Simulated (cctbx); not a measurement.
**Reading a Patterson map**

Space group I4/mmm (no. 139), a = 4.2480 Å, b = 4.2480 Å, c = 9.9410 Å, α = 90.00°, β = 90.00°, γ = 90.00°, content Os4 Gd2 Ge4.

The data are simulated with cctbx, not measured: Ag Kα, λ = 0.56087 Å, to d = 0.77 Å, 50 % of the full sphere, strongest reflection 40000 counts, noise from counting, a 2 % proportional error and a noise floor of 4 counts (s.d.); no absorption.

Patterson synthesis, origin scaled to 1000:

```text
Patterson group I 4/m m m
      u       v       w   height  length (A)
  0.000   0.000   0.000   1000.0     0.00
  0.000   0.000   0.500    679.8     4.97
  0.000   0.500   0.250    528.1     3.27
  0.000   0.500   0.128    239.8     2.48
  0.000   0.000   0.380    182.7     3.78
  0.253   0.253   0.125     26.4     1.96
  0.176   0.176   0.041     24.3     1.13
  0.000   0.000   0.259     23.6     2.57
  0.118   0.215   0.449     21.2     4.58
  0.128   0.301   0.302     20.8     3.31
  0.132   0.303   0.199     19.1     2.42
  0.000   0.131   0.103     18.2     1.16
  0.000   0.190   0.251      9.5     2.62
  0.112   0.112   0.173      7.3     1.85
```

Q: Assign the vectors.

A peak at u stands for all pairs with xi − xj = u, with weight Σ ZiZj against Σ Z² = 35392 at the origin. Peak heights follow these weights only roughly, since form factors, motion and series ripples differ, all vectors within 0.55 Å of a peak are counted as merged into it though the farther ones add only part of their weight, and F(000) is left out, which lowers the whole map:

| u | v | w | shortest length (Å) | height | 1000 ΣZiZj/ΣZ² | pairs in the cell |
| --- | --- | --- | --- | --- | --- | --- |
| 0.000 | 0.000 | 0.500 | 3.00 | 680 | 653 | 4 × Os–Os |
| 0.000 | 0.500 | 0.250 | 3.27 | 528 | 550 | 4 × Os–Gd |
| 0.000 | 0.500 | 0.128 | 2.48 | 240 | 275 | 4 × Os–Ge |
| 0.000 | 0.000 | 0.380 | 3.23 | 183 | 231 | 4 × Gd–Ge |

The table stops at ten peaks or at a height of 45, below which ripples compete. In the model behind the data Os, the heaviest element, has 1 independent site: (1/2, 0, 1/4), up to an allowed shift of origin; the Os–Os vectors are differences of these positions and their symmetry mates. The whole model:

| atom | mult. | x | y | z | Ueq (Å²) |
| --- | --- | --- | --- | --- | --- |
| Os1 | 4 | 1/2 | 0 | 1/4 | 0.0026 |
| Gd1 | 2 | 0 | 0 | 0 | 0.0019 |
| Ge1 | 4 | 1/2 | 1/2 | 0.1273 | 0.0041 |

The model was made for the exercise: a known structure type with other elements put in, its volume estimated, not relaxed; displacement parameters are assumed.

[Logs are printed without paths, hosts, clocks, repeated set-up lines and the standing remarks that a program may print on its own settings, such as how far it seeks lower states.]
